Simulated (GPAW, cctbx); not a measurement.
## Bonding in ZnPb as X-rays see it

Aim: compute the bonding part of the density of ZnPb, find which reflections carry it, and see how it biases an ordinary refinement.

The start was made by putting kin elements into a known structure type; the compound need not exist, or be stable, in this form. All numbers below are calculated.

### 1. Find the equilibrium geometry

The density hangs on the geometry, so cell and atoms are relaxed first, with the symmetry held. The cutoff is set higher than for the density because stress converges slowly with plane waves.

Settings: GPAW 26.7.0, PBE, 570 eV, 6×6×4 k-points (along the axes of the calculation cell), Fermi–Dirac width 0.1 eV, BFGS to 0.03 eV/Å.

```text
cell
1.0
     3.418000000    0.000000000    0.000000000
     0.000000000    3.418000000    0.000000000
     0.000000000    0.000000000    4.493000000
Pb Zn
1 1
Direct
0.500000000 0.500000000 0.500000000
0.000000000 0.000000000 0.000000000
```

```console
$ OMP_NUM_THREADS=1 mpirun -n 4 gpaw python run.py > gpaw.log
```

```text
BFGS:    0       -4.632784        0.480904
BFGS:    1       -4.640438        0.431841
BFGS:    2       -4.664930        0.084510
BFGS:    3       -4.665500        0.053513
BFGS:    4       -4.665562        0.050266
BFGS:    5       -4.666034        0.005105
cell  3.3521 3.3521 4.3382  90.00 90.00 90.00
volume 48.747 A^3, largest force 0.000 eV/A, largest stress 0.03 GPa
```

After 5 steps the volume has changed by -7.1 % and the energy by -0.033 eV; the largest stress left is 0.03 GPa. It took 26 s on 4 cores of Intel(R) Xeon(R) Platinum 8488C (Sapphire Rapids) (shared host), peak memory 0.83 GiB.

Relaxed structure: P4/mmm (no. 123), a = 3.3521 Å, b = 3.3521 Å, c = 4.3382 Å, α = 90.00°, β = 90.00°, γ = 90.00°.

| atom | mult. | x | y | z |
| --- | --- | --- | --- | --- |
| Pb1 | 1 | 1/2 | 1/2 | 1/2 |
| Zn1 | 1 | 0 | 0 | 0 |

### 2. The all-electron density

X-rays see the whole electron density, so the PAW density is rebuilt with its core regions. Subtracting spherical free atoms from the same code cancels the cores and leaves the deformation density Δρ, the part due to bonding.

Settings: PBE, 450 eV, 7×7×6 k-points (along the axes of the calculation cell), Fermi–Dirac width 0.1 eV; primitive cell of 2 atoms.

```console
$ OMP_NUM_THREADS=1 mpirun -n 4 gpaw python run.py > gpaw.log
```

```text
|iter:   1|       0s |   -4.687557 | +0.16 |       |
|iter:   2|       0s |   -4.676597 | -1.84 | -1.62 |
|iter:   3|       1s |   -4.619966 | -1.85 | -1.66 |
...
|iter:   7|       2s |   -4.619646c| -6.07 | -3.90 |
|iter:   8|       2s |   -4.619647c| -6.30 | -4.45c|
|iter:   9|       2s |   -4.619646c| -7.84c| -4.95c|
```

```text
grid (36, 36, 48)  electrons 112.000  moved by bonding 0.228 e
deformation density beyond 0.5 A of the nuclei: max 0.014, min -0.040 e/A^3
atom        x       y       z   Voronoi charge  moment
Pb1    0.5000  0.5000  0.5000     -0.026       0.00
Zn2    0.0000  0.0000  0.0000      0.026       0.00
mean inner potential of superposed free atoms 18.630 V
total magnetic moment 0.000 muB
```

Deformation density in a plane through the shortest contact of the Pb atom at the origin, in 0.01 e/Å³ (clipped at ±99); x from -1.6 to 4.8 Å, y from 2.4 down to -2.4 Å:

```text
  0   1   0  -2  -4  -3  -1   0   1   0  -1  -2  -1  -3  -1   0
  0   0   0   0   0   0   0   0   0   0   0   0   0   0   0   0
  0   0   0   1   1   1   1   0   0   0   1   1   1   1   0   0
  0   0   0   0   0   0   0   0   0   0   0   0   0   0   0   0
  0   0  -2  -2  -1  -2   0   0   1   0  -2  -4  -3  -1   0   0
  1   0  -2  -1   .   0  -1   1   1  -1  -4   .  -3  -4   0   1
  1   0   0   .   .   0  -2   1   1  -2  -3   .   .  -4   0   1
  1   0  -2  -1   .   0  -2   0   1  -1  -4   .  -3  -3   0   1
  1   0  -1  -2  -1  -3  -1   0   1   0  -3  -4  -3  -1   0   1
  0   0   0   0   0   0   0   0   0   0   0   0   0   0   0   0
  0   0   1   1   1   0   0   0   0   0   1   1   1   1   0   0
  0   0   0   0   0   0   0   0   0   0   0   0   0   0   0   0
  1   0  -3  -4  -3  -1   0   0  -1  -2  -2  -1  -2   0   0   1
```

Atoms in or within 0.15 Å of the plane: Pb (0.0, 0.0), Zn (3.2, 0.0) Å. Dots mark points within about 0.45 Å of a nucleus; large values next to them are atomic features.

Hardly any net charge crosses the Voronoi midplanes, which need not mean no transfer: free-atom tails already reach into the neighbours' cells. Along the shortest contact from the Pb atom at the map's origin, Pb–Zn at 3.21 Å, Δρ is +0.01 e/Å³ at the midpoint: little piles up between the atoms, as is usual in a metallic crystal, which this run finds. At the midpoints of other shortest contacts it is +0.01 (Pb–Pb, 3.35 Å) e/Å³. Point values carry grid noise of about 0.01 e/Å³. The run needed 9 iterations, 7 s.

### 3. From the density to structure factors

The Fourier components of Δρ, added to those of the free atoms, give the static X-ray structure factors; the Mott–Bethe relation turns them into the Fourier components V of the potential that fast electrons feel.

```text
static structure factors of the conventional cell: F in electrons, V (Mott-Bethe) in volts
   h  k  l      d  |F| table  |F| free   |F| DFT   change   |V| free  |V| DFT  change %
   0  0  1  4.3382    49.047    48.956    49.026    0.070     5.386    5.262     -2.3
   1  0  0  3.3521    47.564    47.518    47.565    0.048     4.736    4.685     -1.1
   1  0  1  2.6525    95.172    95.081    94.961   -0.120    11.193   11.273      0.7
   1  1  0  2.3703    92.527    92.411    92.274   -0.137    10.348   10.421      0.7
   0  0  2  2.1691    90.249    90.115    89.999   -0.116     9.682    9.733      0.5
   1  1  1  2.0801    43.454    43.559    43.596    0.037     3.434    3.419     -0.4
   1  0  2  1.8211    42.003    42.131    42.168    0.037     3.077    3.066     -0.4
   2  0  0  1.6761    82.620    82.472    82.481    0.010     7.800    7.797     -0.0
   1  1  2  1.6002    81.092    80.948    80.978    0.030     7.476    7.469     -0.1
   2  0  1  1.5634    40.216    40.335    40.347    0.011     2.681    2.678     -0.1
   2  1  0  1.4991    39.705    39.815    39.816    0.001     2.575    2.575     -0.0
   0  0  3  1.4461    39.262    39.360    39.361    0.000     2.485    2.485     -0.0
   2  1  1  1.4169    76.868    76.744    76.782    0.038     6.655    6.648     -0.1
   1  0  3  1.3278    74.499    74.389    74.425    0.036     6.235    6.229     -0.1
```

The largest X-ray change is -0.14 e on 110, 0.1 % of |F|. For electrons V goes as (Z − F)/g², so a change of F counts against Z − F, which is small at low angle and wherever the atoms' terms cancel: |V| of 001 moves by -2.3 % (5.39 to 5.26 V) against +0.1 % in |F|. The tabulated Hartree–Fock atoms differ from the free DFT atoms by up to 0.15 e, so the choice of reference atom matters too.

### 4. Convergence

Cutoff and k-mesh: one is changed at a time, to find what the result needs.

```
         run  ΔF 110 (e)  ΔF 101 (e)  ΔF 002 (e)  q(Pb) (e)  moved (e)   time
450 eV 7×7×6      -0.137      -0.120      -0.116     -0.026      0.228    7 s
250 eV 7×7×6      -0.145      -0.129      -0.123     -0.023      0.312  4.9 s
350 eV 7×7×6      -0.139      -0.123      -0.118     -0.025      0.231  5.7 s
750 eV 7×7×6      -0.137      -0.120      -0.116     -0.026      0.231   11 s
450 eV 2×2×2      -0.204      -0.092      -0.072     -0.068      0.246  5.7 s
450 eV 4×4×3      -0.109      -0.111      -0.138     +0.014      0.212  6.2 s
```

Within 0.01 e of the base on all three: 250 eV 7×7×6, 350 eV 7×7×6 and 750 eV 7×7×6. The largest error, 0.067 e, comes with 450 eV 2×2×2. The moved charge is off by up to 37 % among these runs. Times are from shared hosts.

### 5. What a spherical-atom refinement makes of it

Routine crystallography fits spherical atoms. To see the bias, intensities are simulated from tabulated atoms plus the DFT change ΔF, so that bonding alone can misfit (2290 reflections of the full sphere, merged to the counts below, to 0.45 Å, 1 % proportional noise plus counting noise, assumed isotropic U as listed, Δρ smeared by the mean U) and refined with cctbx over different ranges.

```csv
range,data,R1,GooF,U Pb1 (true 0.0023),U Zn1 (true 0.0034),largest shift (Å),"Δρ max, min (e/Å³)"
all data,209,0.0022,0.96,0.0023,0.0034,0.0000,"0.43, -0.30"
"low resolution, d > 0.84",40,0.0020,0.81,0.0023,0.0034,0.0000,"0.16, -0.13"
"high order, d < 0.75",153,0.0024,1.03,0.0023,0.0034,0.0000,"0.29, -0.32"
"occupancies free, d > 0.7",66,0.0020,0.91,0.0022,0.0034,0.0000,"0.23, -0.21"
```

With all data GooF is 0.96, so at this noise the bonding hardly shows; the top residual peak lies 2.17 Å from Zn and 2.17 Å from Zn. No U is off by more than 3 s.u. at low resolution. Symmetry fixes every coordinate, so the shifts are zero by construction. With Pb1 held at 1 and the scale free, the other occupancies refine to Zn1 1.000(0.002), within three s.u. of full.

### 6. Answer

Bonding moves 0.23 e in the primitive cell of ZnPb and changes the structure factors of the conventional cell in the table above by at most 0.14 e (110, 0.1 %). The shortest bond, Pb–Zn, has Δρ = +0.01 e/Å³ at its midpoint, with no localised bond charge. Within 0.01 e of the base on all three: 250 eV 7×7×6, 350 eV 7×7×6 and 750 eV 7×7×6. The largest error, 0.067 e, comes with 450 eV 2×2×2. The moved charge is off by up to 37 % among these runs. With all data GooF is 0.96, so at this noise the bonding hardly shows. Limits: static density, frozen cores, no spin–orbit coupling.

[Outputs are excerpts: Python notices, other lines and further rows are left out; steps that failed or that the build refused (PBEsol, TPSS) are not shown.]

[Logs are printed without paths, hosts, clocks, repeated set-up lines and the standing remarks that a program may print on its own settings, such as how far it seeks lower states.]
